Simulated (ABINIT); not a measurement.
# Beyond one shot: KMgF3 (Pm-3m), part 3 of 3

Wanted: G0W0 and self-consistent gaps of KMgF3 (Pm-3m), with the cost of the cycles.

ABINIT 10.8.3; PBE and many-body steps on it, plane waves. Known limits of the many-body steps: not at the basis limit; coarse k mesh.

So far. Step 10 (evGW, cycle 1): Against G0W0 in ABINIT (2×2×2 mesh, 61 bands, screening to 106.1 eV, Godby-Needs plasmon pole), the gap moves by +1.306 eV. Step 13 (evGW, cycle 2): Against the cycle before, the gap moves by +0.086 eV.

## Step 15: Screening, 2×2×2 mesh, 61 bands, screening to 106.1 eV

This step: RPA screening on PBE from quasiparticle energies, plane waves, norm-conserving pseudopotentials.

The input, run.abi:

```
acell 3*1.0 Angstrom
rprim 
  3.985900000000 0.000000000000 0.000000000000
  0.000000000000 3.985900000000 0.000000000000
  0.000000000000 0.000000000000 3.985900000000
ntypat 3
znucl 19 12 9
natom 5
typat 1 2 3 3 3
xred 
  0.500000000000 0.500000000000 0.500000000000
  0.000000000000 0.000000000000 0.000000000000
  0.500000000000 0.000000000000 0.000000000000
  0.000000000000 0.500000000000 0.000000000000
  0.000000000000 0.000000000000 0.500000000000
pp_dirpath "pseudos"
pseudos "K.upf, Mg.upf, F.upf"
ecut 38
ngkpt 2 2 2
nshiftk 1
shiftk 0 0 0
kptopt 1
chksymbreak 0
istwfk *1
occopt 1
irdwfk 1
optdriver 3
nband 61
ecuteps 3.9
inclvkb 2
awtr 1
symchi 1
irdqps 1
gwcalctyp 10
nqptdm 3
qptdm 
  0.5000000000 0.0000000000 0.0000000000
  0.5000000000 0.5000000000 0.0000000000
  0.5000000000 0.5000000000 0.5000000000
indata_prefix "in"
outdata_prefix "out"
tmpdata_prefix "tmp"
```

The input, mrgscr.stdin:

```
2
merged
q0_SCR
out_SCR
1
```

On the command line:

```
$ OMP_NUM_THREADS=1 mpirun -n 4 abinit run.abi > log; mrgscr < mrgscr.stdin
```

Numbers of over 12 decimals in the logs are rounded to 6 here.

What it wrote:

```text
.Version 10.8.3 of ABINIT. v10.8.2 released Aug 2026.

 Symmetries : space group Pm -3 m (#221); Bravais cP (primitive cubic)
[... echo of the input left out ...]
== DATASET  1 ==================================================================
-   mpi_nproc: 4, omp_nthreads: 1 (-1 if OMP is not activated)

--- !DatasetInfo
iteration_state: {dtset: 1, }
dimensions: {natom: 5, nkpt: 4, mband: 61, nsppol: 1, nspinor: 1, nspden: 1, mpw: 4801, }
cutoff_energies: {ecut:  38.0, pawecutdg:  -1.0, }
[...]
q-point number  1        q = ( 0.500000, 0.000000, 0.000000) [r.l.u.]
--------------------------------------------------------------------------------
[... chi0 elements left out ...]
  Average fulfillment of the sum rule on Im[epsilon] for q-point    2 :     42.93  [%]

--------------------------------------------------------------------------------
  q-point number  2        q = ( 0.500000, 0.500000, 0.000000) [r.l.u.]
--------------------------------------------------------------------------------
[... chi0 elements left out ...]
  Average fulfillment of the sum rule on Im[epsilon] for q-point    3 :     40.18  [%]

 [... 1 further q-points ...]
```

Run time: 3.4 s. Hardware: 4 MPI ranks of Arm Neoverse V2, shared host; peak memory 0.48 GiB; 13 s of CPU time.

Numbers from this step:

```yaml
plasma_frequency: 29.51 eV
plane_waves_in_the_screening_matrix: 171
```

This screening reads the quasiparticle levels of the cycle before.

## Step 16: evGW, cycle 3

This step: evGW on PBE, plane waves, norm-conserving pseudopotentials.

Changes to run.abi since step 15:

```diff
@@ -26,12 +26,10 @@
 irdwfk 1
-optdriver 3
+optdriver 4
 nband 61
-ecuteps 3.9
-inclvkb 2
-awtr 1
-symchi 1
-irdqps 1
 gwcalctyp 10
-nqptdm 3
-qptdm 
+ecutsigx 38
+symsigma 1
+nkptgw 4
+kptgw 
+  0.0000000000 0.0000000000 0.0000000000
   0.5000000000 0.0000000000 0.0000000000
@@ -39,2 +37,11 @@
   0.5000000000 0.5000000000 0.5000000000
+bdgw 
+  12 26
+  12 26
+  12 26
+  12 26
+ecuteps 3.9
+irdscr 1
+ppmodel 1
+irdqps 1
 indata_prefix "in"
```

On the command line:

```
$ OMP_NUM_THREADS=1 mpirun -n 4 abinit run.abi > log
```

What it wrote:

```text
.Version 10.8.3 of ABINIT. v10.8.2 released Aug 2026.

 Symmetries : space group Pm -3 m (#221); Bravais cP (primitive cubic)
[... echo of the input left out ...]
== DATASET  1 ==================================================================
-   mpi_nproc: 4, omp_nthreads: 1 (-1 if OMP is not activated)

--- !DatasetInfo
iteration_state: {dtset: 1, }
dimensions: {natom: 5, nkpt: 4, mband: 61, nsppol: 1, nspinor: 1, nspden: 1, mpw: 4801, }
cutoff_energies: {ecut:  38.0, pawecutdg:  -1.0, }
[...]
.  kptgw no:  2; Maximum DeltaE = (  -0.006   0.000) for band index:  1
.  kptgw no:  3; Maximum DeltaE = (   0.003  -0.000) for band index:  7
.  kptgw no:  4; Maximum DeltaE = (  -0.005   0.000) for band index:  5

== END DATASET(S) ==============================================================
================================================================================

 -outvars: echo values of variables after computation  --------
           etotal      0.0000000000E+00
            nband          61
             nkpt           4
          spgroup         221
 [... the other variables as echoed above ...]

 Calculation completed.
```

Run time: 11 s. Hardware: 4 MPI ranks; peak memory 0.95 GiB.

Numbers from this step:

* quasiparticle gap on the mesh: 12.55 eV
* gap of the density functional on the mesh: 7.354 eV
* k of the valence top: 0.5, 0.5, 0.5
* k of the conduction bottom: 0, 0, 0
* least direct quasiparticle gap on the computed points: 12.91 eV

Against the cycle before, the gap moves by +0.008 eV.

## Step 17: Side by side

Times are wall times on 4 MPI ranks of Arm Neoverse V2, shared host, good to a factor of about two. A run's time includes the screening step that it read.

```csv
run,mesh,bands,screening cutoff (eV),DFT gap (eV),gap on the mesh (eV),direct (eV),ε∞ used,time
G0W0,2×2×2,61,106.1,7.354,11.149,11.510,2.01,9.8 s
"evGW0, cycle 1",2×2×2,61,106.1,7.354,11.753,12.118,2.01,16 s
"evGW0, cycle 2",2×2×2,61,106.1,7.354,11.672,12.036,2.01,17 s
"evGW0, cycle 3",2×2×2,61,106.1,7.354,11.669,12.033,2.01,16 s
"evGW, cycle 1",2×2×2,61,106.1,7.354,12.455,12.812,1.77,19 s
"evGW, cycle 2",2×2×2,61,106.1,7.354,12.541,12.898,1.75,19 s
"evGW, cycle 3",2×2×2,61,106.1,7.354,12.549,12.906,1.74,19 s
```

## Step 18: Summary of results

```
G0W0           : 11.149 eV
evGW0, cycle 1 : 11.753 eV
evGW0, cycle 2 : 11.672 eV
evGW0, cycle 3 : 11.669 eV
evGW, cycle 1  : 12.455 eV
evGW, cycle 2  : 12.541 eV
evGW, cycle 3  : 12.549 eV
known limits   : not at the basis limit; coarse k mesh
```

What this shows: Only the bands that the input lists are updated; the others, empty or deep, keep the functional's energies or take a rigid shift. The evGW loop starts from the last levels of evGW0, so its cycles and time come on top of those. evGW0 ends at 11.67 eV, +0.52 eV from G0W0, after 3 cycles that took 32 s beside the first screening; the last moved the gap by 0.003 eV. evGW ends at 12.55 eV, +1.40 eV from G0W0, after 3 cycles that took 57 s beside the first screening; the last moved the gap by 0.008 eV. The first cycle of evGW0 takes the full correction, without the factor Z, so it overshoots the one-shot value. Bands and cutoff are finite, so the gap is not at the basis limit. The miss can reach some tenths of an eV and take either sign; the mesh is an error of its own. The 2×2×2 mesh is coarse for this cell, which bears on the long-range parts of exchange and screening. This is the ideal cubic cell; many perovskites, halides above all, are cubic only on average, and local tilts or off-centring can widen the gap. In the updated screening the q = 0 part is built from Kohn-Sham bands under a rigid shift, the other q from the quasiparticle levels.

[Paths, hosts, dates, memory and timing lines, banners, echoed tables and standing remarks are left out of the program output.]

[Logs are printed without paths, hosts, clocks, repeated set-up lines and the standing remarks that a program may print on its own settings, such as how far it seeks lower states.]

[Runs of the session that timed out or met a known fault of the program may be left out.]

[Hosts, paths, dates, database ids (printed as entryN), source tags and the programs' standing remarks are cut or masked in the printed files.]

[G0W0 gaps are taken among the corrected bands and points alone; a level outside them can change the order at an edge.]

[Where Ansatz stands beside ABINIT at settings called matched, ABINIT's density can come from a denser mesh and the files from another edition; pairs whose starting gaps differed by over 0.03 eV were left out, so agreement reads better than it is.]
